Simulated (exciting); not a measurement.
The F K edge of atom 3 in RbAsF6, space group R-3, with 1 As at 1.75 Å (terminal, site symmetry 1), was computed at 2 levels: exchange and screened direct term (singlet BSE) and independent particles. Common settings: exciting, all-electron LAPW+lo, LDA, 3×3×3 shifted k points, 45 conduction bands, |G+q| up to 3 bohr⁻¹, full RPA screening with nempty = 78, Lorentzian half width 0.45 eV.

Energy from the Kohn–Sham onset, core level to the lowest empty state found on the meshes used; all runs on one relative scale:

```
E (eV)  run 1  run 2
  -7.5   0.01   0.06
  -7.0   0.01   0.08
  -6.5   0.01   0.11
  -6.0   0.01   0.17
  -5.5   0.02   0.30
  -5.0   0.02   0.69
  -4.5   0.02   1.93
  -4.0   0.02   1.67
  -3.5   0.03   0.60
  -3.0   0.03   0.29
  -2.5   0.04   0.19
  -2.0   0.05   0.15
  -1.5   0.07   0.16
  -1.0   0.10   0.20
  -0.5   0.18   0.21
   0.0   0.39   0.24
   0.5   0.93   0.37
   1.0   1.03   0.75
   1.5   0.41   1.93
   2.0   0.21   2.40
   2.5   0.15   1.37
   3.0   0.14   1.15
   3.5   0.17   1.15
   4.0   0.28   1.02
   4.5   0.48   0.91
   5.0   0.61   0.75
   5.5   0.90   0.64
   6.0   1.08   0.61
   6.5   1.17   0.65
   7.0   1.28   0.80
   7.5   1.38   0.80
   8.0   1.57   0.65
   8.5   1.22   0.54
   9.0   0.83   0.56
   9.5   0.77   0.50
  10.0   0.81   0.40
  10.5   0.66   0.31
  11.0   0.81   0.26
  11.5   0.95   0.24
  12.0   0.91   0.24
  12.5   0.81   0.25
  13.0   0.66   0.28
  13.5   0.52   0.32
  14.0   0.43   0.33
  14.5   0.44   0.33
  15.0   0.48   0.35
  15.5   0.45   0.36
  16.0   0.42   0.36
  16.5   0.44   0.32
  17.0   0.47   0.29
  17.5   0.51   0.28
  18.0   0.51   0.26
  18.5   0.46   0.26
  19.0   0.44   0.26
  19.5   0.41   0.28
  20.0   0.40   0.31
  20.5   0.39   0.30
  21.0   0.41   0.29
  21.5   0.45   0.29
  22.0   0.47   0.27
  22.5   0.49   0.23
```

Which run is which, and why?

Run 1: independent particles; highest local maximum in the window at 7.9 eV. Run 2: exchange and screened direct term (singlet BSE); highest local maximum in the window at 1.8 eV. The attractive direct term pulls weight down: the curves pass 0.39 at 0.0 and -5.3 eV in the order of the runs. Fine structure above the first lines is partly noise of the 27-point mesh.

[Banner, clock and machine lines of the logs are left out without a mark of their own.]

[Logs are printed without paths, hosts, clocks, repeated set-up lines and the standing remarks that a program may print on its own settings, such as how far it seeks lower states.]

[Hosts, paths, dates, database ids (printed as entryN), source tags and the programs' standing remarks are cut or masked in the printed files.]
